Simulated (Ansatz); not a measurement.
# Work function of Zn(0001): what the settings cost and change

Aim: the work function of Zn(0001) across levels of theory at one geometry.

Program: Ansatz 0.2.0. Level of theory: plane-wave DFT, PBE, Ansatz PAW, in the first sound run; inputs show where later runs differ. Results are calculated unless marked as measured.

Report form: the programs' logs are mostly left out.

## (1) The starting structure

The cell holds 7 atoms: 7 Zn. Cell: a = 2.660 Å, b = 2.660 Å, c = 32.811 Å, α = 90.0°, β = 90.0°, γ = 60.0°. Vacuum lies along c.

## (2) Slab, setting PBE, Ansatz PAW (420 eV)

A work function rests on the faint tail of the density, so the SCF threshold is tight. PBE on the default files comes first; the next runs keep the geometry and change functional or files, each at the cutoff that its files recommend; a relaxation and, for heavy metals, spin-orbit coupling close the ladder.

Input file input.yaml:

```yaml
crystal:
  lattice:
    - [2.66, 0.0, 0.0]
    - [1.33, 2.3036275741, 0.0]
    - [0.0, 0.0, 32.81088]
  atoms:
    - { symbol: Zn, position: [0.0, 0.0, 0.2742992568] }
    - { symbol: Zn, position: [0.6666666667, 0.6666666667, 0.3495328379] }
    - { symbol: Zn, position: [0.0, 0.0, 0.4247664189] }
    - { symbol: Zn, position: [0.6666666667, 0.6666666667, 0.5] }
    - { symbol: Zn, position: [0.0, 0.0, 0.5752335811] }
    - { symbol: Zn, position: [0.6666666667, 0.6666666667, 0.6504671621] }
    - { symbol: Zn, position: [0.0, 0.0, 0.7257007432] }
kpoints:
  mp_grid: { grid: [18, 18, 1] }
hamiltonian:
  xc: pbe
scf:
  occupations: { method: fermi_dirac, width: 0.1 }
  convergence: { dr2_threshold: 1.0e-09 }
efield:
  axis: 3
  dipole_correction: true
  ramp_position: 0.97
  ramp_width: 0.06
output:
  write_potential: true
  write_density: true
  volumetric_format: npy
  elf: true
```

The run is started by

```sh
$ ansatz run input.yaml --threads 4 --pin off --max-ram 6144MiB --backend cpu --events-out ev --progress --plain --runs-dir out
```

It took 35 s on 4 threads of Arm Neoverse N1, shared host; peak memory 0.73 GiB; 1.9 min of CPU time.

This step gave:

| Item | Value |
| --- | --- |
| energy at zero smearing | -23232.9765 eV |
| work function, upper face | 4.140 eV |

Running mean over 2.468 Å of the planar mean; the ramp of the sawtooth is left out. Table of electron's electrostatic potential energy less the Fermi level by z:

```csv
z (Å),electron's electrostatic potential energy less the Fermi level (eV)
4,4.14
5,4.13
6,4.06
7,3.14
8,-2.93
9,-6.25
10,-6.47
11,-6.54
12,-6.56
13,-6.60
14,-6.62
15,-6.62
16,-6.61
17,-6.61
18,-6.62
19,-6.61
20,-6.59
21,-6.56
22,-6.54
23,-6.45
24,-6.08
25,-1.56
26,3.53
27,4.09
28,4.14
29,4.14
```

ELF in the ca plane at fractional y = 0.000, with atoms of Zn within 0.2 Å of it. It is the smooth field of the valence electrons, not physical close to the nuclei.

Ten even steps from '0' (0.00) to '9' (0.44), each cell a mean:
```
43100345788875430013468888743100244421000000
44322445655565442234565556644322445421000000
55444555444445554445554444554445565420000000
56666654444444566666544444455677886420000000
55555554444445555555544444455555676420000000
54433445555555443344555555554433455420000000
44101345777775431024467777643200344421000000
43000246899985420003479999743100144421000000
```
Columns run along c (16.0 Å, from fractional 0.39 to 0.88 of the cell), rows up along a (2.7 Å). Atoms in or near the plane, at fractional coordinates: Zn at (0.42, 0.00), Zn at (0.58, 0.00), Zn at (0.73, 0.00).

Electrostatic potential energy in the ca plane at fractional y = 0.000, with atoms of Zn within 0.2 Å of it. With pseudopotentials it is smooth inside the atoms' cores, unlike the true potential.

Values in eV, 5 rows by 16 columns, each cell a mean:
```
-11 -32   0   3   4 -13 -32   1   3   4 -14 -31   2   8   8   8
  1  -8   4  -5   0   1  -7   4  -6   1   0  -7   6   8   8   8
  4   2   4 -11  -3   4   2   4 -11  -2   4   2   7   8   8   8
 -3 -17   3  -1   2  -4 -17   3  -1   2  -5 -16   5   8   8   8
-14 -36  -1   4   5 -16 -35   0   4   5 -17 -34   1   8   8   8
```
Columns run along c (16.0 Å, from fractional 0.39 to 0.88 of the cell; values clipped at the 3rd and 97th percentile), rows up along a (2.7 Å). Atoms in or near the plane, at fractional coordinates: Zn at (0.42, 0.00), Zn at (0.58, 0.00), Zn at (0.73, 0.00).

Valence density in the ca plane at fractional y = 0.000, with atoms of Zn within 0.2 Å of it. It is the smooth field of the valence electrons, not physical close to the nuclei.

Values in e/Å³, 5 rows by 16 columns, each cell a mean:
```
 1  8  0  0  0  1  8  0  0  0  2  8  0  0  0  0
 0  1  0  0  0  0  1  0  0  0  0  1  0  0  0  0
 0  0  0  1  0  0  0  0  1  0  0  0  0  0  0  0
 0  1  0  0  0  0  1  0  0  0  0  1  0  0  0  0
 2 16  0  0  0  2 15  0  0  0  3 15  0  0  0  0
```
Columns run along c (16.0 Å, from fractional 0.39 to 0.88 of the cell), rows up along a (2.7 Å). Atoms in or near the plane, at fractional coordinates: Zn at (0.42, 0.00), Zn at (0.58, 0.00), Zn at (0.73, 0.00).

The work function is 4.140 eV.

## (3) Slab

This step: plane-wave DFT, LDA, Ansatz PAW (Ansatz 0.2.0).

input.yaml, as its differences from that of step 2:

```diff
@@ -16,3 +16,3 @@
 hamiltonian:
-  xc: pbe
+  xc: lda
 scf:
@@ -29,2 +29 @@
   volumetric_format: npy
-  elf: true
```

The job ended after 35 s (4 threads; peak memory 0.72 GiB).

The work function is 4.447 eV, +0.307 eV from the run “PBE, Ansatz PAW (420 eV)”, at 0.98 times its CPU time.

## (4) Slab

This step: plane-wave DFT, PBEsol, Ansatz PAW (Ansatz 0.2.0).

input.yaml, as its differences from that of step 3:

```diff
@@ -16,3 +16,3 @@
 hamiltonian:
-  xc: lda
+  xc: pbesol
 scf:
```

Run time: 37 s. Hardware: 4 threads; peak memory 0.72 GiB; 2 min of CPU time.

The work function is 4.252 eV, +0.112 eV from the run “PBE, Ansatz PAW (420 eV)”, at 1.0 times its CPU time.

## (5) Slab

This step: plane-wave DFT, RPBE, Ansatz PAW (Ansatz 0.2.0).

input.yaml, as its differences from that of step 4:

```diff
@@ -16,3 +16,3 @@
 hamiltonian:
-  xc: pbesol
+  xc: rpbe
 scf:
```

Elapsed: 35 s, on 4 threads; peak memory 0.73 GiB; 1.9 min of CPU time.

The work function is 4.000 eV, -0.140 eV from the run “PBE, Ansatz PAW (420 eV)”, at 0.99 times its CPU time.

## (6) Run

This step: plane-wave DFT, r2SCAN, Ansatz PAW (Ansatz 0.2.0).

input.yaml, as its differences from that of step 5:

```diff
@@ -16,3 +16,3 @@
 hamiltonian:
-  xc: rpbe
+  xc: r2scan
 scf:
```

Run time: 96 s. Hardware: 4 threads; peak memory 1.1 GiB.

The work function is 4.226 eV, +0.086 eV from the run “PBE, Ansatz PAW (420 eV)”, at 2.8 times its CPU time.

## (7) Slab

This step: plane-wave DFT, PBE, JTH PAW (Ansatz 0.2.0).

input.yaml, as its differences from that of step 6:

```diff
@@ -16,3 +16,4 @@
 hamiltonian:
-  xc: r2scan
+  xc: pbe
+  pseudopotentials: { kind: paw, source: jth }
 scf:
```

Elapsed: 3.1 min, on 4 threads; peak memory 2.3 GiB; 11 min of CPU time.

The work function is 4.140 eV, -0.000 eV from the run “PBE, Ansatz PAW (420 eV)”, at 5.5 times its CPU time.

## (8) Run

This step: plane-wave DFT, PBE, norm-conserving (Ansatz 0.2.0).

input.yaml, as its differences from that of step 7:

```diff
@@ -17,3 +17,3 @@
   xc: pbe
-  pseudopotentials: { kind: paw, source: jth }
+  pseudopotentials: { kind: nc }
 scf:
```

Elapsed: 4.2 min, on 4 threads; peak memory 3.1 GiB.

The work function is 4.144 eV, +0.004 eV from the run “PBE, Ansatz PAW (420 eV)”, at 7.8 times its CPU time.

## (9) Run

This step: plane-wave DFT, LDA, norm-conserving (Ansatz 0.2.0).

input.yaml, as its differences from that of step 8:

```diff
@@ -16,3 +16,3 @@
 hamiltonian:
-  xc: pbe
+  xc: lda
   pseudopotentials: { kind: nc }
```

Run time: 4 min. Hardware: 4 threads; peak memory 3.1 GiB.

The work function is 4.451 eV, +0.311 eV from the run “PBE, Ansatz PAW (420 eV)”, at 7.3 times its CPU time.

## (10) Run, setting PBE, all layers relaxed

This step: plane-wave DFT, PBE, Ansatz PAW (Ansatz 0.2.0).

input.yaml, as its differences from that of step 9:

```diff
@@ -16,4 +16,3 @@
 hamiltonian:
-  xc: lda
-  pseudopotentials: { kind: nc }
+  xc: pbe
 scf:
@@ -26,2 +25,5 @@
   ramp_width: 0.06
+relax:
+  f_tol: 0.01
+  max_steps: 40
 output:
```

Run time: 82 s. Hardware: 4 threads; peak memory 0.66 GiB.

The relaxation took 3 steps and lowered the energy by 0.0061 eV; the largest force on the free atoms ends at 0.0019 eV/Å.

The work function is 4.119 eV, -0.022 eV from the run “PBE, Ansatz PAW (420 eV)”, at 2.1 times its CPU time.

## (11) Side by side

Times are for 4 threads of Arm Neoverse N1, shared host. The runs compared:

| no. | setting | work function, upper face (eV) | time | memory (GiB) |
| --- | --- | --- | --- | --- |
| 1 | PBE, Ansatz PAW (420 eV) | 4.140 | 35 s | 0.73 |
| 2 | LDA, Ansatz PAW (420 eV) | 4.447 | 35 s | 0.72 |
| 3 | PBEsol, Ansatz PAW (420 eV) | 4.252 | 37 s | 0.72 |
| 4 | RPBE, Ansatz PAW (420 eV) | 4.000 | 35 s | 0.73 |
| 5 | r2SCAN, Ansatz PAW (500 eV) | 4.226 | 96 s | 1.1 |
| 6 | PBE, JTH PAW (1080 eV) | 4.140 | 3.1 min | 2.3 |
| 7 | PBE, norm-conserving (1143 eV) | 4.144 | 4.2 min | 3.1 |
| 8 | LDA, norm-conserving (1143 eV) | 4.451 | 4 min | 3.1 |
| 9 | PBE, all layers relaxed | 4.119 | 82 s | 0.66 |

## (12) Varying the input

An input spoilt on purpose, to show how the run answers: it repeats the earlier run “PBE, Ansatz PAW (420 eV)” with scf.n_extra_bands to 0 and scf.occupations from method: fermi_dirac, width: 0.1 to method: fermi_dirac, width: 0.3, and scf.max_iter set to 75; its output block differs too.

input.yaml, as its differences from that of step 10:

```diff
@@ -18,4 +18,6 @@
 scf:
-  occupations: { method: fermi_dirac, width: 0.1 }
+  occupations: { method: fermi_dirac, width: 0.3 }
   convergence: { dr2_threshold: 1.0e-09 }
+  n_extra_bands: 0
+  max_iter: 75
 efield:
@@ -25,5 +27,2 @@
   ramp_width: 0.06
-relax:
-  f_tol: 0.01
-  max_steps: 40
 output:
```

It took 0.08 s on 4 threads; peak memory 0.1 GiB.

The program refused the input before any cycle.

The program's message: “Error: inconsistent input (scf.n_extra_bands, scf.occupations.method): n_bands = 42 leaves no empty band above the 42 bands per channel that the deck's 84 electrons occupy, and the occupations search …”

The fault put into the input: too few bands.

## (13) Outcome

```json
{
  "work function, PBE, Ansatz PAW (420 eV)": "4.140 eV",
  "work function, LDA, Ansatz PAW (420 eV)": "4.447 eV",
  "work function, RPBE, Ansatz PAW (420 eV)": "4.000 eV",
  "work function, r2SCAN, Ansatz PAW (500 eV)": "4.226 eV",
  "work function, LDA, norm-conserving (1143 eV)": "4.451 eV",
  "work function, PBE, all layers relaxed": "4.119 eV"
}
```

PBE on the default files gives 4.14 eV, and the settings tried spread the value from 4.00 to 4.45 eV. At one geometry LDA lies 0.31 eV above PBE. The choice of pseudopotentials moves the PBE value by 0.004 eV. Relaxing the layers changes it by -0.022 eV. The ladder's slabs use the tabulated experimental lattice constant (two decimals; a low-temperature value for the alkali metals).

[Logs are printed without paths, hosts, clocks, repeated set-up lines and the standing remarks that a program may print on its own settings, such as how far it seeks lower states.]

[Hosts, paths, dates, database ids (printed as entryN), source tags and the programs' standing remarks are cut or masked in the printed files.]

[Maps of the electrostatic potential energy from Ansatz leave out the sawtooth potential of an applied field or a dipole correction, so their vacuum need not be flat; planar profiles and work functions include it.]
